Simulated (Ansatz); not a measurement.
# Moving the knobs of a GW run on SiO2 (Quartz)

A base run on SiO2 (Quartz), then changed inputs.

Program: Ansatz 0.2.0. Level of theory: G0W0 on PBE, plane waves, PAW. Results are calculated unless marked as measured.

## (1) Set-up

Symmetry: P3_121, No. 152, trigonal system. The conventional cell has a = 4.916 Å, b = 4.916 Å, c = 5.409 Å, α = 90.00°, β = 90.00°, γ = 120.00°. Nearest to Si lie 4 O at 1.61 Å. O has 2 Si at 1.61 Å nearest. Farther neighbours and most contacts between anions are not listed.

The cell and positions come from the Crystallography Open Database and are kept as given unless a step says otherwise. The default PAW set here is soft_2. Its files were made with PBE.

## (2) The base run: 3×3×2 mesh, 241 empty bands, screening to 96 eV

G0W0 replaces the xc potential by the self-energy, built once from these orbitals. Only a window of levels is corrected, while the sums run over the empty bands that the input names.

The input, input.yaml:

```yaml
crystal:
  lattice:
    - [4.9158, 0.0, 0.0]
    - [-2.4579, 4.2572076799, 0.0]
    - [0.0, 0.0, 5.4091]
  atoms:
    - { symbol: Si, position: [0.5303, 0.0, 0.3333333333] }
    - { symbol: Si, position: [0.0, 0.5303, 0.6666666667] }
    - { symbol: Si, position: [0.4697, 0.4697, 0.0] }
    - { symbol: O, position: [0.1462, 0.4142, 0.881] }
    - { symbol: O, position: [0.5858, 0.732, 0.2143333333] }
    - { symbol: O, position: [0.268, 0.8538, 0.5476666667] }
    - { symbol: O, position: [0.4142, 0.1462, 0.119] }
    - { symbol: O, position: [0.732, 0.5858, 0.7856666667] }
    - { symbol: O, position: [0.8538, 0.268, 0.4523333333] }
kpoints:
  mp_grid: { grid: [3, 3, 2] }
hamiltonian:
  xc: pbe
scf:
  occupations: { method: fixed }
gw:
  n_empty_bands: 241
  ecut_chi: 96
  qp_bands: [v3, c3]
  qp_kpoints: band_edges
  screening: { model: contour_deformation }
```

Command:

```console
> ansatz run input.yaml --threads 3 --pin off --max-ram 92160MiB --backend cuda --events-out ev --progress --plain --runs-dir out --devices 1 --max-vram 13GiB
```

Numbers of over 12 decimals in the logs are rounded to 6 here.

Log:

```text
GPUs: using 1 of 1 available (devices: 1).
Engine: ansatz 0.2.0, x86_64-unknown-linux-gnu
Pseudopotentials: kind: paw
Pseudopotential: Si, paw, valence charge 4, recommended cutoff 420 eV (normal), Si.paw.azcp
Pseudopotential: O, paw, valence charge 6, recommended cutoff 420 eV (normal), O.paw.azcp
Functional definition: PBE
  parameter kappa = 0.804
  parameter beta = 0.066725
  exchange = pbe_x(kappa = kappa, mu = beta*pi^2/3)
  correlation = pbe_c(beta = beta)
device memory: the entry about to start is reckoned to put 1.8 GiB on a device that reports 39.1 GiB free (of which the cap on the GPU budget leaves the run 13.0 GiB)
GPU FFT provider: cuFFT
GPU libraries: cuBLAS 13.8.2, cuFFT 12.4.0, cuSOLVER 12.3.4
Crystal: 9 atoms, lattice volume = 113.199 Å³
Basis set: ecut = 420 eV, 2209 PW (Γ)
Bands: 33, of which v1, the nominal top of the filled ones, is band 24 counted from 1 (23 counted from 0)
Symmetry: 6 space group operations
Space group: P3121 (ITA 152), of the structure as read, at distance tolerance 4.8e-5 Å
k-points: 6 of 18 (time reversal used)
Non-local potential: Si, projectors of the file, l = 0: 2, l = 1: 2, l = 2: 2
Non-local potential: O, projectors of the file, l = 0: 2, l = 1: 2, l = 2: 1
PAW form: soft (Blöchl's): semilocal exchange-correlation on the pseudo side does not see the compensation charge
PAW one-centre angular grid: Si, 110 points (default); XC on 64 Gauss nodes
PAW one-centre angular grid: O, 110 points (default); XC on 64 Gauss nodes
Initial density: superposition of atomic densities (neutral atoms: chi_scale 0, normalization atom), corrected by the library's trained network
Initial wavefunctions: pseudopotential atomic-orbital guess
GPU buffer pool allocated for 51840 grid points (all kernels)
GPU transforms: local potential and band sums: pruned to the plane-wave sphere, on 36×36×40
Functional: x = pbe(κ = 0.804, μ = 0.219515), c = pbe(β = 0.066725)
SCF iter   1: F=—  HF=-5322.118744 eV  |F-HF|=—  |Δ(HF+E_count)|=         —  Δρ=1.32e-3  dr2=1.03e-3  ethr=1.77e-3  ⟨swp⟩=4.8  Hψ=909  notcnv=0  defer=37
preconditioner: auto → Resta (q_TF=auto, 2.365 Å⁻¹)  ε∞=3.0  [insulator: Δε(μ)=5.992 eV  Ē_g=17.050 eV  n_scr=22 (ndim 8)  ℏωp=24.2 eV  f_vac=0.113  ε∞_Penn≈3.0]
SCF iter   2: F=—  HF=-5322.120424 eV  |F-HF|=—  |Δ(HF+E_count)|=   1.68e-3  Δρ=5.91e-4  dr2=1.33e-4  ethr=2.15e-6  ⟨swp⟩=2.0  Hψ=372  notcnv=0  defer=40
SCF iter   3: F=—  HF=-5322.120856 eV  |F-HF|=—  |Δ(HF+E_count)|=   4.32e-4  Δρ=2.48e-4  dr2=3.12e-5  ethr=2.77e-7  ⟨swp⟩=2.0  Hψ=307  notcnv=0  defer=40
SCF iter   4: F=—  HF=-5322.120970 eV  |F-HF|=—  |Δ(HF+E_count)|=   1.13e-4  Δρ=3.61e-5  dr2=1.31e-6  ethr=6.51e-8  ⟨swp⟩=2.0  Hψ=342  notcnv=0  defer=39
[...]
E_xc         = -613.774812
  E_vxc        = -712.553060  (∫ρ·V_xc dr)
  E_paw        = -2494.389556  (= ΣΔE_a)
  E_vpaw       = -230.490820  (= ΣTr[D̂ρ^β])
  E_aug_tail   = 0.015659  (compensation charges beyond the density's cutoff)
  E_ewald      = -1888.974903
  E_smearing   = -0.000000  (= −TS)
  E_closure    = -0.000000  (closes the sum)
  Σ components = -5322.120973   (vs F -5322.120973, Δ=0.00e0)
--- Band table (eV; the first three rows and the last of 6) ---
  k-point 0: bands = [... 20 lower, 1.5356, 1.8492, 2.2215, 2.2215, 8.5306, 11.8539, 11.8539, 12.3092, ... 5 higher]
  k-point 1: bands = [... 20 lower, 1.3348, 2.3208, 2.3208, 2.4442, 10.4818, 10.4818, 11.5999, 12.2850, ... 5 higher]
  k-point 2: bands = [... 20 lower, 1.5153, 1.7076, 2.2904, 2.4448, 9.9575, 11.8577, 11.9849, 12.4777, ... 5 higher]
  k-point 5: bands = [... 20 lower, 1.5979, 1.7711, 1.9500, 1.9500, 11.5468, 12.3428, 12.3428, 12.6361, ... 5 higher]
--- G₀W₀: contour deformation, 5 samples at zero and on the imaginary axis and 1 off it, 18 q-points, 241 empty bands' worth ---
  eigenvalues of the whole cell's RPA ε∞ on this k-mesh (on a slab, of 1 + 4πα/V) = 2.3559, 2.3559, 2.3865; static W/v taken at q = 0 is 0.422201
  bands read: the sum over 265 bands ends inside a degenerate multiplet in 2 slots, whose members it reads at an even weight; the widest, k=0: bands 265 to 266 (counted from 1) at 1/2 each
  gw.qp_kpoints: band_edges: 5 of 6 stored k-points solved, in 1 pass; an edge of the gap read off the rows below is read off those points alone
    valence top: of the k-points left out ik 5 came nearest to being solved in a further pass, in band 24 (counted from 1, as in the quasiparticle table): it holds the edge there only if its correction is more favourable than any solved in that band by at least 0.585 eV; those differ by 0.068 eV
    conduction bottom: of the k-points left out ik 5 came nearest to being solved in a further pass, in band 25 (counted from 1, as in the quasiparticle table): it holds the edge there only if its correction is more favourable than any solved in that band by at least 3.016 eV; those differ by 0.537 eV
    ik  band        ε_KS         Σx   Σc(E_QP)       V_xc       Z   E_QP_lin       E_QP  E_QP is
     0    22      1.8492   -26.4160     4.4085   -20.3047  0.8084     0.1220     0.1465  root
     0    23      2.2215   -26.3130     4.3329   -20.3223  0.8100     0.5412     0.5638  root
     0    24      2.2215   -26.3130     4.3329   -20.3223  0.8100     0.5412     0.5638  root
     0    25      8.5306    -7.7832    -3.4378   -12.4178  0.8675     9.7346     9.7273  root
     0    26     11.8539    -6.5739    -3.8402   -11.9226  0.8590    13.3764    13.3625  root
     0    27     11.8539    -6.5739    -3.8402   -11.9226  0.8590    13.3764    13.3625  root
     1    22      2.3208   -26.7978     4.3898   -20.7826  0.8094     0.6741     0.6955  root
     1    23      2.3208   -26.7978     4.3898   -20.7826  0.8094     0.6741     0.6955  root
[...]
4    24      2.5351   -26.8669     4.3572   -20.9198  0.8102     0.9250     0.9451  root
     4    25     11.4682    -8.5156    -3.7272   -13.8606  0.8535    13.1023    13.0860  root
     4    26     11.4682    -8.5156    -3.7272   -13.8606  0.8535    13.1023    13.0860  root
     4    27     11.9531    -8.6103    -3.6597   -13.9157  0.8514    13.6159    13.5987  root
[key lines of the parts left out:]
SCF converged after 6 iterations
Free energy (F): -5322.120973 eV
Fermi energy:    2.535061 eV
```

Run time: 9.9 s. Hardware: 1 × NVIDIA H100 80GB HBM3 (shared by 6 runs) with 3 threads of AMD EPYC 7R13 (Zen 3), shared host; peak memory 1.2 GiB; 6.9 s of CPU time.

This step gave:

```yaml
bands_summed: 265
rpa_eps_infinity_on_this_mesh_eigenvalues: 2.356, 2.356, 2.386
plane_waves_in_the_screening_matrix: 237
q_points_in_the_mesh: 18
g0w0_gap_on_the_mesh: 8.782 eV
k_of_the_valence_top: 0.3333, 0.3333, 0
k_of_the_conduction_bottom: 0, 0, 0
starting_gap_on_the_mesh: 5.995 eV
z_at_the_valence_top: 0.8102
z_at_the_conduction_bottom: 0.8675
least_direct_g0w0_gap_on_the_computed_points: 9.164 eV
```

The gap on the mesh goes from 6.00 eV to 8.78 eV, a correction of +2.79 eV. Between the two edge states, bare exchange in place of the xc potential would open the gap by 10.58 eV, and correlation takes back 7.79 eV.

## (3) Variant: fewer bands

input.yaml: that of step 2 with these lines changed.

```diff
@@ -22,4 +22,4 @@
 gw:
-  n_empty_bands: 241
-  ecut_chi: 96
+  n_empty_bands: 51
+  ecut_chi: 60
   qp_bands: [v3, c3]
```

Log:

```text
GPUs: using 1 of 1 available (devices: 1).
[...]
GPU FFT provider: cuFFT
GPU libraries: cuBLAS 13.8.2, cuFFT 12.4.0, cuSOLVER 12.3.4
Crystal: 9 atoms, lattice volume = 113.199 Å³
Basis set: ecut = 420 eV, 2209 PW (Γ)
Bands: 33, of which v1, the nominal top of the filled ones, is band 24 counted from 1 (23 counted from 0)
Symmetry: 6 space group operations
[...]
k-points: 6 of 18 (time reversal used)
[...]
GPU buffer pool allocated for 51840 grid points (all kernels)
[...]
SCF iter   1: F=—  HF=-5322.118744 eV  |F-HF|=—  |Δ(HF+E_count)|=         —  Δρ=1.32e-3  dr2=1.03e-3  ethr=1.77e-3  ⟨swp⟩=4.8  Hψ=909  notcnv=0  defer=37
[...]
SCF iter   6: F=-5322.120973 eV  HF=-5322.120973 eV  |F-HF|=8.86e-9  |Δ(HF+E_count)|=   3.26e-7  Δρ=1.94e-6  dr2=3.91e-9  ethr=2.08e-10  ⟨swp⟩=11.2  Hψ=843  notcnv=0
SCF 1 converged in 6 iterations: F = -5322.120973 eV  dr2 = 3.91e-9
[...]
NSCF: frozen V_eff on 6 k-points
[...]
G₀W₀ screening: q 1/6
[... further progress lines ...]
[...]
SCF converged after 6 iterations
Free energy (F): -5322.120973 eV
[...]
Internal energy: -5322.120973 eV  (E = F + TS)
E sigma→0 (E₀):  -5322.120973 eV
Fermi energy:    2.535061 eV
[...]
--- Band table (eV; the first three rows and the last of 6) ---
  k-point 0: bands = [... 20 lower, 1.5356, 1.8492, 2.2215, 2.2215, 8.5306, 11.8539, 11.8539, 12.3092, ... 5 higher]
  k-point 1: bands = [... 20 lower, 1.3348, 2.3208, 2.3208, 2.4442, 10.4818, 10.4818, 11.5999, 12.2850, ... 5 higher]
  k-point 2: bands = [... 20 lower, 1.5153, 1.7076, 2.2904, 2.4448, 9.9575, 11.8577, 11.9849, 12.4777, ... 5 higher]
  k-point 5: bands = [... 20 lower, 1.5979, 1.7711, 1.9500, 1.9500, 11.5468, 12.3428, 12.3428, 12.6361, ... 5 higher]
[...]
0    22      1.8492   -26.4160     4.7284   -20.3047  0.8136     0.4498     0.4664  root
     0    23      2.2215   -26.3130     4.6652   -20.3223  0.8154     0.8812     0.8960  root
     0    24      2.2215   -26.3130     4.6652   -20.3223  0.8154     0.8812     0.8960  root
     0    25      8.5306    -7.7832    -3.0660   -12.4178  0.8725    10.1125    10.0992  root
     0    26     11.8539    -6.5739    -3.2833   -11.9226  0.8646    13.9470    13.9194  root
     0    27     11.8539    -6.5739    -3.2833   -11.9226  0.8646    13.9470    13.9194  root
     1    22      2.3208   -26.7978     4.7189   -20.7826  0.8150     1.0106     1.0246  root
     1    23      2.3208   -26.7978     4.7189   -20.7826  0.8150     1.0106     1.0246  root
[...]
4    24      2.5351   -26.8669     4.6936   -20.9198  0.8160     1.2687     1.2815  root
     4    25     11.4682    -8.5156    -3.2378   -13.8606  0.8594    13.6049    13.5753  root
     4    26     11.4682    -8.5156    -3.2378   -13.8606  0.8594    13.6049    13.5753  root
     4    27     11.9531    -8.6103    -3.1763   -13.9157  0.8573    14.1129    14.0821  root
```

Wall time 7.1 s (1 × NVIDIA H100 80GB HBM3 (shared by 6 runs) with 3 threads); peak memory 1 GiB; 7.4 s of CPU time.

Against the base:

| setting | base | variant |
| --- | --- | --- |
| empty bands | 241 | 51 |
| screening cutoff (eV) | 96 | 60 |

| quantity | variant | base |
| --- | --- | --- |
| starting gap on the mesh | 5.995 | 5.995 |
| G0W0 gap on the mesh | 8.818 | 8.782 |
| least direct G0W0 gap on the computed points | 9.203 | 9.164 |
| Z at the valence top | 0.816 | 0.810 |
| Z at the conduction bottom | 0.872 | 0.868 |

## (4) Variant: guard bands

input.yaml: that of step 3 with these lines changed.

```diff
@@ -22,4 +22,4 @@
 gw:
-  n_empty_bands: 51
-  ecut_chi: 60
+  n_empty_bands: 183
+  ecut_chi: 80
   qp_bands: [v3, c3]
@@ -27 +27,2 @@
   screening: { model: contour_deformation }
+  n_guard_bands: 0
```

Log:

```text
GPUs: using 1 of 1 available (devices: 1).
[...]
GPU FFT provider: cuFFT
GPU libraries: cuBLAS 13.8.2, cuFFT 12.4.0, cuSOLVER 12.3.4
Crystal: 9 atoms, lattice volume = 113.199 Å³
Basis set: ecut = 420 eV, 2209 PW (Γ)
Bands: 33, of which v1, the nominal top of the filled ones, is band 24 counted from 1 (23 counted from 0)
Symmetry: 6 space group operations
[...]
k-points: 6 of 18 (time reversal used)
[...]
GPU buffer pool allocated for 51840 grid points (all kernels)
[...]
SCF iter   1: F=—  HF=-5322.118744 eV  |F-HF|=—  |Δ(HF+E_count)|=         —  Δρ=1.32e-3  dr2=1.03e-3  ethr=1.77e-3  ⟨swp⟩=4.8  Hψ=909  notcnv=0  defer=37
[...]
SCF iter   6: F=-5322.120973 eV  HF=-5322.120973 eV  |F-HF|=8.86e-9  |Δ(HF+E_count)|=   3.26e-7  Δρ=1.94e-6  dr2=3.91e-9  ethr=2.08e-10  ⟨swp⟩=11.2  Hψ=843  notcnv=0
SCF 1 converged in 6 iterations: F = -5322.120973 eV  dr2 = 3.91e-9
[...]
G₀W₀ screening: q 1/6
[... further progress lines ...]
[...]
SCF converged after 6 iterations
Free energy (F): -5322.120973 eV
[...]
Internal energy: -5322.120973 eV  (E = F + TS)
E sigma→0 (E₀):  -5322.120973 eV
Fermi energy:    2.535061 eV
[...]
--- Band table (eV; the first three rows and the last of 6) ---
  k-point 0: bands = [... 20 lower, 1.5356, 1.8492, 2.2215, 2.2215, 8.5306, 11.8539, 11.8539, 12.3092, ... 5 higher]
  k-point 1: bands = [... 20 lower, 1.3348, 2.3208, 2.3208, 2.4442, 10.4818, 10.4818, 11.5999, 12.2850, ... 5 higher]
  k-point 2: bands = [... 20 lower, 1.5153, 1.7076, 2.2904, 2.4448, 9.9575, 11.8577, 11.9849, 12.4777, ... 5 higher]
  k-point 5: bands = [... 20 lower, 1.5979, 1.7711, 1.9500, 1.9500, 11.5468, 12.3428, 12.3428, 12.6361, ... 5 higher]
[...]
0    22      1.8492   -26.4160     4.4901   -20.3047  0.8103     0.2058     0.2280  root
     0    23      2.2215   -26.3130     4.4163   -20.3223  0.8119     0.6269     0.6472  root
     0    24      2.2215   -26.3130     4.4163   -20.3223  0.8119     0.6269     0.6472  root
     0    25      8.5306    -7.7832    -3.4201   -12.4178  0.8688     9.7526     9.7450  root
     0    26     11.8539    -6.5739    -3.7719   -11.9226  0.8599    13.4460    13.4307  root
     0    27     11.8539    -6.5739    -3.7719   -11.9226  0.8599    13.4460    13.4307  root
     1    22      2.3208   -26.7978     4.4746   -20.7826  0.8114     0.7610     0.7803  root
     1    23      2.3208   -26.7978     4.4746   -20.7826  0.8114     0.7610     0.7803  root
[...]
4    24      2.5351   -26.8669     4.4442   -20.9198  0.8123     1.0142     1.0321  root
     4    25     11.4682    -8.5156    -3.6684   -13.8606  0.8549    13.1624    13.1448  root
     4    26     11.4682    -8.5156    -3.6684   -13.8606  0.8549    13.1624    13.1448  root
     4    27     11.9531    -8.6103    -3.5971   -13.9157  0.8527    13.6801    13.6613  root
```

Run time: 9.8 s. Hardware: 1 × NVIDIA H100 80GB HBM3 (shared by 6 runs) with 3 threads; peak memory 1.1 GiB.

The G0W0 gap on the mesh is 8.713 eV.

Against the base:

| setting | base | variant |
| --- | --- | --- |
| empty bands | 241 | 183 |
| screening cutoff (eV) | 96 | 80 |
| n guard bands | - | 0 |

| quantity | variant | base |
| --- | --- | --- |
| starting gap on the mesh | 5.995 | 5.995 |
| G0W0 gap on the mesh | 8.713 | 8.782 |
| least direct G0W0 gap on the computed points | 9.098 | 9.164 |
| Z at the valence top | 0.812 | 0.810 |
| Z at the conduction bottom | 0.869 | 0.868 |

## (5) Outcome

```yaml
base: 8.78 eV, 9.9 s
fewer_bands: 8.82 eV, 7.1 s
guard_bands: 8.71 eV, 9.8 s
```

**Reading.** Fewer bands: the gap moves by +0.04 eV; such settings are too crude to quote. The variant differs from the base in empty bands and screening cutoff together, so the change can't be laid to one of them. Guard bands: the gap moves by −0.07 eV. The variant differs from the base in empty bands, screening cutoff and n guard bands together, so the change can't be laid to one of them. All runs here use a coarse mesh and modest cutoffs; they test settings and are not final values. The 3×3×2 mesh is coarse for this cell (its supercell is 11 Å along the shortest edge). The RPA ε∞ on it, from the PBE start, is 2.36 and 2.39; such meshes misread the long-range screening, most where the gap is narrow.

[Paths, hosts, dates, memory and timing lines, banners, echoed tables and standing remarks are left out of the program output.]

[Logs are printed without paths, hosts, clocks, repeated set-up lines and the standing remarks that a program may print on its own settings, such as how far it seeks lower states.]

[Runs of the session that timed out or met a known fault of the program may be left out.]

[Cells called generated may have been cut or substituted from an entry of the Crystallography Open Database or the Materials Project.]

[Hosts, paths, dates, database ids (printed as entryN), source tags and the programs' standing remarks are cut or masked in the printed files.]
